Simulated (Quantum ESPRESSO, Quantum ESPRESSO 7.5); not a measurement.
**1T-MgI2, 1 layer: cutoff convergence**

Aim: how far one choice must go before the vacuum level and the energy of 1T-MgI2, 1 layer stand still, and what it costs.

Calculated with Quantum ESPRESSO 7.5; plane-wave DFT, PBE, SSSP efficiency pseudopotentials.

## (1) Starting point

The cell holds 3 atoms: 2 I and 1 Mg. Cell: a = 4.200 Å, b = 4.200 Å, c = 19.592 Å, α = 90.0°, β = 90.0°, γ = 120.0°. It derives from MgI2. Vacuum lies along c.

## (2) Self-consistent run: ecutwfc 68 Ry, ecutrho 544 Ry

The first run is the reference of the series.

Input file c0.in:

```
&control
  prefix = 'c0'
  outdir = './out'
  pseudo_dir = './pseudo'
  calculation = 'scf'
  tprnfor = .true.
/
&system
  ibrav = 0
  nat = 3
  ntyp = 2
  ecutwfc = 68
  ecutrho = 544
  occupations = 'smearing'
  smearing = 'fd'
  degauss = 0.004
  assume_isolated = 'esm'
  esm_bc = 'bc1'
/
&electrons
  conv_thr = 1e-07
  mixing_beta = 0.4
  electron_maxstep = 120
  mixing_mode = 'local-TF'
/
ATOMIC_SPECIES
  I   126.9045  I.pbe-n-kjpaw_psl.0.2.UPF
  Mg  24.3050  Mg.pbe-n-kjpaw_psl.0.3.0.UPF
CELL_PARAMETERS angstrom
  4.20000000000000 0.00000000000000 0.00000000000000
  -2.10000000000000 3.63730669589464 0.00000000000000
  0.00000000000000 0.00000000000000 19.59210358589312
ATOMIC_POSITIONS crystal
  I   0.666666666667 0.333333333333 -0.066151742577
  Mg  0.000000000000 0.000000000000 0.000000000000
  I   0.333333333333 0.666666666667 0.066151742577
K_POINTS automatic
  6 6 1 0 0 0
```

Started as:

```sh
> OMP_NUM_THREADS=1 mpirun -n 4 pw.x -nk 2 -in c0.in > c0.out
```

Output:

```text
Program PWSCF v.7.5 starts
[citation notice left out]

     Parallel version (MPI & OpenMP), running on       4 processor cores
     Number of MPI processes:                 4
     Threads/MPI process:                     1

     MPI processes distributed on     1 nodes
[...]
Current dimensions of program PWSCF are:
     Max number of different atomic species (ntypx) = 10
     Max number of k-points (npk) =  40000
     Max angular momentum in pseudopotentials (lmaxx) =  4
     file Mg.pbe-n-kjpaw_psl.0.3.0.UPF: wavefunction(s)  3S renormalized
     Message from routine setup:
     using ibrav=0 with symmetry is DISCOURAGED, use correct ibrav instead

     K-points division:     npool     =       2
     R & G space division:  proc/nbgrp/npool/nimage =       2
     Subspace diagonalization in iterative solution of the eigenvalue problem:
     a serial algorithm will be used

     Parallelization info
     --------------------
     sticks:   dense  smooth     PW     G-vecs:    dense   smooth      PW
     Min        1175     588    168               216308    76429   11495
     Max        1196     589    169               216309    76430   11504
     Sum        2371    1177    337               432617   152859   22999

     Using Slab Decomposition

     bravais-lattice index     =            0
     lattice parameter (alat)  =       7.9368  a.u.
     unit-cell volume          =    2019.7931 (a.u.)^3
     number of atoms/cell      =            3
     number of atomic types    =            2
     number of electrons       =        16.00
     number of Kohn-Sham states=           12
     kinetic-energy cutoff     =      68.0000  Ry
     charge density cutoff     =     544.0000  Ry
     scf convergence threshold =      1.0E-07
     mixing beta               =       0.4000
     number of iterations used =            8  local-TF  mixing
     Exchange-correlation= SLA  PW   PBX  PBC
                           (   1   4   3   4   0   0   0)

     Effective Screening Medium Method
     =================================
     Boundary Conditions: Vacuum-Slab-Vacuum
     total charge in unit cell        =   0.0000
     grid points for fit at edges     =        4

     celldm(1)=   7.936850  celldm(2)=   0.000000  celldm(3)=   0.000000
     celldm(4)=   0.000000  celldm(5)=   0.000000  celldm(6)=   0.000000

     crystal axes: (cart. coord. in units of alat)
               a(1) = (   1.000000   0.000000   0.000000 )
               a(2) = (  -0.500000   0.866025   0.000000 )
               a(3) = (   0.000000   0.000000   4.664787 )

     reciprocal axes: (cart. coord. in units 2 pi/alat)
               b(1) = (  1.000000  0.577350 -0.000000 )
               b(2) = (  0.000000  1.154701  0.000000 )
               b(3) = (  0.000000 -0.000000  0.214372 )

     PseudoPot. # 1 for I  read from file:
     ./pseudo/I.pbe-n-kjpaw_psl.0.2.UPF
     Pseudo is Projector augmented-wave + core cor, Zval =  7.0
     Generated using "atomic" code by A. Dal Corso  v.5.0.99 svn rev. 10869
     Shape of augmentation charge: PSQ
     Using radial grid of 1247 points,  4 beta functions with:
                l(1) =   0
                l(2) =   0
                l(3) =   1
                l(4) =   1
     Q(r) pseudized with 0 coefficients

     PseudoPot. # 2 for Mg read from file:
     ./pseudo/Mg.pbe-n-kjpaw_psl.0.3.0.UPF
     Pseudo is Projector augmented-wave + core cor, Zval =  2.0
     Generated using "atomic" code by A. Dal Corso  v.5.0.99 svn rev. 10869
     Shape of augmentation charge: PSQ
     Using radial grid of 1129 points,  4 beta functions with:
                l(1) =   0
                l(2) =   0
                l(3) =   1
                l(4) =   1
     Q(r) pseudized with 0 coefficients

     atomic species   valence    mass     pseudopotential
     I                 7.00   126.90450     I ( 1.00)
     Mg                2.00    24.30500     Mg( 1.00)

     12 Sym. Ops., with inversion, found

   Cartesian axes

     site n.     atom                  positions (alat units)
         1        I      tau(   1) = (   0.5000000   0.2886751  -0.3085838  )
         2        Mg     tau(   2) = (   0.0000000   0.0000000   0.0000000  )
         3        I      tau(   3) = (  -0.0000000   0.5773503   0.3085838  )

     number of k points=     7  Fermi-Dirac smearing, width (Ry)=  0.0040
                       cart. coord. in units 2pi/alat
        k(    1) = (   0.0000000   0.0000000   0.0000000), wk =   0.0555556
        k(    2) = (   0.0000000   0.1924501   0.0000000), wk =   0.3333333
        k(    3) = (   0.0000000   0.3849002   0.0000000), wk =   0.3333333
        k(    4) = (   0.0000000  -0.5773503   0.0000000), wk =   0.1666667
        k(    5) = (   0.1666667   0.2886751   0.0000000), wk =   0.3333333
        k(    6) = (   0.1666667   0.4811252   0.0000000), wk =   0.6666667
        k(    7) = (   0.3333333   0.5773503   0.0000000), wk =   0.1111111

     Dense  grid:   432617 G-vectors     FFT dimensions: (  60,  60, 288)

     Smooth grid:   152859 G-vectors     FFT dimensions: (  45,  45, 200)

     Estimated max dynamical RAM per process >     235.06 MB

     Estimated total dynamical RAM >     834.62 MB

     Initial potential from superposition of free atoms

     starting charge      15.9989, renormalised to      16.0000

     negative rho (up, down):  9.235E-06 0.000E+00
     Starting wfcs are   12 randomized atomic wfcs
     Checking if some PAW data can be deallocated...

     total cpu time spent up to now is        1.1 secs

     per-process dynamical memory:   108.9 Mb

     Self-consistent Calculation

     iteration #  1     ecut=    68.00 Ry     beta= 0.40
     Davidson diagonalization with overlap
     ethr =  1.00E-02,  avg # of iterations =  6.6

     Threshold (ethr) on eigenvalues was too large:
     Diagonalizing with lowered threshold

     Davidson diagonalization with overlap
     c_bands:  1 eigenvalues not converged
     ethr =  3.80E-04,  avg # of iterations = 15.9

     negative rho (up, down):  1.749E-07 0.000E+00

     total cpu time spent up to now is        4.5 secs

     total energy              =    -791.60440978 Ry
     estimated scf accuracy    <       0.04382392 Ry

     iteration #  2     ecut=    68.00 Ry     beta= 0.40
[...]
negative rho (up, down):  8.184E-04 0.000E+00

[...]
total energy              =    -791.60002667 Ry
     estimated scf accuracy    <       0.02287032 Ry

     iteration #  3     ecut=    68.00 Ry     beta= 0.40
[...]
c_bands:  2 eigenvalues not converged
[...]
negative rho (up, down):  1.128E-03 0.000E+00

[...]
total energy              =    -791.61623380 Ry
     estimated scf accuracy    <       0.00266672 Ry

     iteration #  4     ecut=    68.00 Ry     beta= 0.40
[...]
c_bands:  1 eigenvalues not converged
     c_bands:  1 eigenvalues not converged
     c_bands:  1 eigenvalues not converged
[...]
negative rho (up, down):  1.788E-04 0.000E+00

[...]
total energy              =    -791.61862047 Ry
     estimated scf accuracy    <       0.00604226 Ry

     iteration #  5     ecut=    68.00 Ry     beta= 0.40
[...]
c_bands:  2 eigenvalues not converged
[...]
negative rho (up, down):  3.377E-06 0.000E+00

[...]
total energy              =    -791.61814342 Ry
     estimated scf accuracy    <       0.00476095 Ry

     iteration #  6     ecut=    68.00 Ry     beta= 0.40
[...]
negative rho (up, down):  2.039E-05 0.000E+00

[...]
total energy              =    -791.61780891 Ry
     estimated scf accuracy    <       0.00342381 Ry

     iteration #  7     ecut=    68.00 Ry     beta= 0.40
[...]
negative rho (up, down):  1.901E-05 0.000E+00

[...]
total energy              =    -791.61794275 Ry
     estimated scf accuracy    <       0.00258371 Ry

     iteration #  8     ecut=    68.00 Ry     beta= 0.40
[...]
negative rho (up, down):  1.030E-05 0.000E+00

[...]
total energy              =    -791.61824695 Ry
     estimated scf accuracy    <       0.00260950 Ry

     iteration #  9     ecut=    68.00 Ry     beta= 0.40
[...]
negative rho (up, down):  2.111E-05 0.000E+00

[...]
total energy              =    -791.61826571 Ry
     estimated scf accuracy    <       0.00303153 Ry

     iteration # 10     ecut=    68.00 Ry     beta= 0.40
[...]
negative rho (up, down):  4.578E-06 0.000E+00

[...]
total energy              =    -791.61798896 Ry
     estimated scf accuracy    <       0.00297065 Ry

     iteration # 11     ecut=    68.00 Ry     beta= 0.40
[...]
negative rho (up, down):  1.003E-05 0.000E+00

[...]
total energy              =    -791.61722466 Ry
     estimated scf accuracy    <       0.00239991 Ry

     iteration # 12     ecut=    68.00 Ry     beta= 0.40
[...]
negative rho (up, down):  3.665E-06 0.000E+00

[...]
total energy              =    -791.61715960 Ry
     estimated scf accuracy    <       0.00091562 Ry

     iteration # 13     ecut=    68.00 Ry     beta= 0.40
[...]
c_bands:  1 eigenvalues not converged
     c_bands:  1 eigenvalues not converged
[...]
negative rho (up, down):  2.395E-05 0.000E+00

[...]
total energy              =    -791.61746145 Ry
     estimated scf accuracy    <       0.00026784 Ry

     iteration # 14     ecut=    68.00 Ry     beta= 0.40
[...]
negative rho (up, down):  5.436E-05 0.000E+00

[...]
total energy              =    -791.61755553 Ry
     estimated scf accuracy    <       0.00025924 Ry

[...]
iteration # 19     ecut=    68.00 Ry     beta= 0.40
[...]
negative rho (up, down):  2.773E-05 0.000E+00

[...]
total energy              =    -791.61767495 Ry
     estimated scf accuracy    <       0.00000422 Ry

     iteration # 20     ecut=    68.00 Ry     beta= 0.40
[...]
negative rho (up, down):  2.843E-05 0.000E+00

[...]
total energy              =    -791.61767746 Ry
     estimated scf accuracy    <       0.00000108 Ry

     iteration # 21     ecut=    68.00 Ry     beta= 0.40
[...]
negative rho (up, down):  2.432E-05 0.000E+00

[...]
total energy              =    -791.61767335 Ry
     estimated scf accuracy    <       0.00001721 Ry

     iteration # 22     ecut=    68.00 Ry     beta= 0.40
[...]
negative rho (up, down):  2.280E-05 0.000E+00

[...]
total energy              =    -791.61767316 Ry
     estimated scf accuracy    <       0.00000211 Ry

     iteration # 23     ecut=    68.00 Ry     beta= 0.40
[...]
negative rho (up, down):  2.252E-05 0.000E+00

[...]
total energy              =    -791.61767397 Ry
     estimated scf accuracy    <       0.00000086 Ry

     iteration # 24     ecut=    68.00 Ry     beta= 0.40
[...]
negative rho (up, down):  2.162E-05 0.000E+00

[...]
total energy              =    -791.61767374 Ry
     estimated scf accuracy    <       0.00000071 Ry

     iteration # 25     ecut=    68.00 Ry     beta= 0.40
[...]
negative rho (up, down):  2.143E-05 0.000E+00

[...]
total energy              =    -791.61767358 Ry
     estimated scf accuracy    <       0.00000019 Ry

     iteration # 26     ecut=    68.00 Ry     beta= 0.40
[...]
negative rho (up, down):  2.329E-05 0.000E+00

[...]
End of self-consistent calculation

          k = 0.0000 0.0000 0.0000 ( 19213 PWs)   bands (ev):

   -19.0390 -17.6346  -9.3263  -7.5875  -7.5875  -6.8147  -6.8147  -6.5508
    -2.1482  -1.8158  -0.2858  -0.2858

          k = 0.0000 0.1925 0.0000 ( 19150 PWs)   bands (ev):

   -18.8725 -17.6032  -9.3357  -8.6508  -7.9566  -7.4022  -6.7487  -6.2752
    -1.6307  -1.1678  -0.5453   0.2599

          k = 0.0000 0.3849 0.0000 ( 19154 PWs)   bands (ev):

   -18.4544 -17.5985 -10.1664  -9.4192  -8.4456  -7.7238  -6.8315  -6.4831
    -2.4307  -0.8665   0.1666   0.6692

          k = 0.0000-0.5774 0.0000 ( 19068 PWs)   bands (ev):

   -18.1291 -17.6974 -10.6925  -9.7085  -8.6374  -7.4257  -6.9061  -6.8776
    -2.7875  -0.6842  -0.0095   1.0651

          k = 0.1667 0.2887 0.0000 ( 19171 PWs)   bands (ev):

   -18.5773 -17.5844  -9.6906  -9.3520  -8.7191  -7.3064  -7.1999  -6.2808
    -1.5288  -0.4868  -0.2944  -0.0744

          k = 0.1667 0.4811 0.0000 ( 19116 PWs)   bands (ev):

   -18.1552 -17.6686 -10.4684  -9.6296  -9.1031  -7.7319  -7.0523  -6.5247
    -1.8178  -0.0666   0.3952   0.6330

[...]
the Fermi energy is    -5.0133 ev

!    total energy              =    -791.61767366 Ry
     total all-electron energy =    -28866.666773 Ry
     estimated scf accuracy    <          7.3E-09 Ry
     smearing contrib. (-TS)   =      -0.00000000 Ry
     internal energy E=F+TS    =    -791.61767366 Ry

     The total energy is F=E-TS. E is the sum of the following terms:
     one-electron contribution =     182.52294579 Ry
     hartree contribution      =     -88.86723646 Ry
     xc contribution           =     -85.38646869 Ry
     ewald contribution        =    -127.53329247 Ry
     one-center paw contrib.   =    -672.35362182 Ry

     convergence has been achieved in  26 iterations

     negative rho (up, down):  2.329E-05 0.000E+00

     Forces acting on atoms (cartesian axes, Ry/au):

     atom    1 type  1   force =    -0.00000000    0.00000000   -0.09314961
     atom    2 type  2   force =     0.00000000    0.00000000    0.00000000
     atom    3 type  1   force =    -0.00000000   -0.00000000    0.09314961

     Total force =     0.131733     Total SCF correction =     0.000099

[...]
=------------------------------------------------------------------------------=
   JOB DONE.
=------------------------------------------------------------------------------=
[...]
```

It took 51 s on 4 MPI ranks of Arm Neoverse V2, shared host; peak memory 0.84 GiB.

This step gave:

| Quantity | Value |
| --- | --- |
| free energy | -10770.5071 eV |
| Fermi energy | -5.013 eV |
| valence top, on the run's zero | -6.275 eV |
| conduction bottom, on the run's zero | -2.788 eV |
| gap by band count | 3.488 eV |
| vacuum line at the lower end of the cell, over the valence top | 6.275 eV |
| vacuum line at the upper end of the cell, over the valence top | 6.275 eV |

Electrostatic potential energy of an electron; zero at the highest filled level of the SCF mesh. The potential energy, planar mean by z:

| z (Å) | potential energy, planar mean (eV) |
| --- | --- |
| -9 | 6.28 |
| -8 | 6.28 |
| -7 | 6.28 |
| -6 | 6.28 |
| -5 | 6.27 |
| -4 | 6.26 |
| -3 | 5.91 |
| -2 | 3.40 |
| -1 | -1.69 |
| 0 | -5.05 |
| 1 | -1.69 |
| 2 | 3.40 |
| 3 | 5.91 |
| 4 | 6.26 |
| 5 | 6.27 |
| 6 | 6.28 |
| 7 | 6.28 |
| 8 | 6.28 |
| 9 | 6.28 |

The program's own clock; routines nest. Time by routine:

| routine | wall time (s) | calls |
| --- | --- | --- |
| PWSCF | 50.73 | 1 |
| electrons | 49.05 | 1 |
| c_bands | 21.44 | 27 |
| cegterg | 19.62 | 108 |
| h_psi | 16.85 | 776 |
| fftw | 16.78 | 10068 |
| vloc_psi | 15.81 | 776 |
| mix_rho | 12.02 | 27 |
| ffts | 7.16 | 3129 |
| sum_band | 6.35 | 27 |
| v_of_rho | 4.77 | 27 |
| newd | 3.27 | 27 |
| fft | 2.33 | 361 |
| PAW_pot | 1.11 | 27 |

The vacuum levels are read from the outermost 0.7 Å of the cell on either side.

The run needed 26 iterations to bring the estimated error under 1e-07 Ry; the largest force on any atom, held or free, is 2.39 eV/Å, so this geometry is far from relaxed and its levels are not those of the real material.

Inside the slab this potential holds the local part of the pseudopotentials, which can be repulsive at the nuclei; only its value in the vacuum has a meaning of its own.

## (3) Self-consistent run: ecutwfc 56 Ry, ecutrho 448 Ry

c1.in, as its differences from the input of step 2:

```diff
@@ -1,3 +1,3 @@
 &control
-  prefix = 'c0'
+  prefix = 'c1'
   outdir = './out'
@@ -11,4 +11,4 @@
   ntyp = 2
-  ecutwfc = 68
-  ecutrho = 544
+  ecutwfc = 56
+  ecutrho = 448
   occupations = 'smearing'
```

Started as:

```sh
> OMP_NUM_THREADS=1 mpirun -n 4 pw.x -nk 2 -in c1.in > c1.out
```

Output:

```text
[banner, memory and clock lines left out]
Program PWSCF v.7.5 starts
[...]
Message from routine setup:
[...]
number of electrons       =        16.00
     number of Kohn-Sham states=           12
     kinetic-energy cutoff     =      56.0000  Ry
     charge density cutoff     =     448.0000  Ry
[...]
number of k points=     7  Fermi-Dirac smearing, width (Ry)=  0.0040
[...]
Dense  grid:   323661 G-vectors     FFT dimensions: (  54,  54, 250)
[...]
negative rho (up, down):  1.092E-05 0.000E+00
     Starting wfcs are   12 randomized atomic wfcs
[...]
negative rho (up, down):  9.551E-07 0.000E+00
[...]
estimated scf accuracy    <       0.04283112 Ry
[...]
negative rho (up, down):  1.274E-03 0.000E+00
[...]
estimated scf accuracy    <       0.02300636 Ry
[...]
negative rho (up, down):  1.472E-03 0.000E+00
[...]
estimated scf accuracy    <       0.00282537 Ry
[...]
negative rho (up, down):  3.670E-04 0.000E+00
[...]
estimated scf accuracy    <       0.00562136 Ry
[...]
negative rho (up, down):  5.479E-06 0.000E+00
[...]
estimated scf accuracy    <       0.00502383 Ry
[...]
negative rho (up, down):  4.190E-05 0.000E+00
[...]
estimated scf accuracy    <       0.00410675 Ry
[...]
negative rho (up, down):  3.262E-05 0.000E+00
[...]
estimated scf accuracy    <       0.00316805 Ry
[...]
negative rho (up, down):  3.702E-05 0.000E+00
[...]
estimated scf accuracy    <       0.00372862 Ry
[...]
negative rho (up, down):  1.008E-04 0.000E+00
[...]
estimated scf accuracy    <       0.00427756 Ry
[...]
negative rho (up, down):  7.039E-05 0.000E+00
[...]
estimated scf accuracy    <       0.00744340 Ry
[...]
negative rho (up, down):  5.510E-05 0.000E+00
[...]
estimated scf accuracy    <       0.00588454 Ry
[...]
negative rho (up, down):  4.852E-05 0.000E+00
[...]
estimated scf accuracy    <       0.00258446 Ry
[...]
negative rho (up, down):  6.954E-05 0.000E+00
[...]
estimated scf accuracy    <       0.00311161 Ry
[...]
negative rho (up, down):  7.552E-05 0.000E+00
[...]
estimated scf accuracy    <       0.00151263 Ry
[...]
negative rho (up, down):  5.362E-05 0.000E+00
[...]
estimated scf accuracy    <       0.00040444 Ry
[...]
negative rho (up, down):  4.158E-05 0.000E+00
[...]
estimated scf accuracy    <       0.00001064 Ry
[...]
negative rho (up, down):  3.984E-05 0.000E+00
[...]
estimated scf accuracy    <       0.00004510 Ry
[...]
negative rho (up, down):  4.351E-05 0.000E+00
[...]
estimated scf accuracy    <       0.00003854 Ry
[...]
negative rho (up, down):  4.008E-05 0.000E+00
[...]
estimated scf accuracy    <       0.00001494 Ry
[...]
negative rho (up, down):  4.341E-05 0.000E+00
[...]
estimated scf accuracy    <       0.00005593 Ry
[...]
negative rho (up, down):  4.186E-05 0.000E+00
[...]
estimated scf accuracy    <       0.00000909 Ry
[...]
negative rho (up, down):  4.256E-05 0.000E+00
[...]
estimated scf accuracy    <       0.00000333 Ry
[...]
negative rho (up, down):  4.228E-05 0.000E+00
[...]
estimated scf accuracy    <       0.00000130 Ry
[...]
negative rho (up, down):  4.285E-05 0.000E+00
[...]
estimated scf accuracy    <       0.00000076 Ry
[...]
negative rho (up, down):  5.313E-05 0.000E+00
[...]
the Fermi energy is    -5.0135 ev
!    total energy              =    -791.61756933 Ry
[...]
estimated scf accuracy    <       0.00000004 Ry
     smearing contrib. (-TS)   =      -0.00000000 Ry
     internal energy E=F+TS    =    -791.61756933 Ry
[...]
one-electron contribution =     182.52137317 Ry
     hartree contribution      =     -88.86577409 Ry
     xc contribution           =     -85.38623735 Ry
     ewald contribution        =    -127.53329247 Ry
[...]
convergence has been achieved in  25 iterations
     negative rho (up, down):  5.313E-05 0.000E+00
[...]
Total force =     0.131405     Total SCF correction =     0.000461
[...]
```

The job ended after 33 s (4 MPI ranks; peak memory 0.68 GiB; 2.2 min of CPU time).

Read from the output:

```
free energy                                                    : -10770.5057 eV
valence top, on the run's zero                                 : -6.276 eV
vacuum line at the lower end of the cell, over the valence top : 6.276 eV
vacuum line at the upper end of the cell, over the valence top : 6.276 eV
```

The program's own clock; routines nest. Time by routine:

| routine | wall time (s) | calls |
| --- | --- | --- |
| PWSCF | 32.47 | 1 |
| electrons | 31.2 | 1 |
| c_bands | 12.34 | 26 |
| cegterg | 11.32 | 104 |
| h_psi | 9.43 | 692 |
| fftw | 9.22 | 9344 |
| vloc_psi | 8.71 | 692 |
| mix_rho | 7.77 | 26 |
| ffts | 4.33 | 3004 |
| sum_band | 4.22 | 26 |
| v_of_rho | 3.49 | 26 |
| newd | 2.34 | 26 |
| fft | 1.96 | 348 |
| PAW_pot | 0.98 | 26 |

Counted from each run's own zero (the valence top), the vacuum level differs from the first run's by +1 meV.

(Continued in part 2 of 3.)

[Logs are printed without paths, hosts, clocks, repeated set-up lines and the standing remarks that a program may print on its own settings, such as how far it seeks lower states.]

[Hosts, paths, dates, database ids (printed as entryN), source tags and the programs' standing remarks are cut or masked in the printed files.]

[Maps of the electrostatic potential energy from Ansatz leave out the sawtooth potential of an applied field or a dipole correction, so their vacuum need not be flat; planar profiles and work functions include it.]
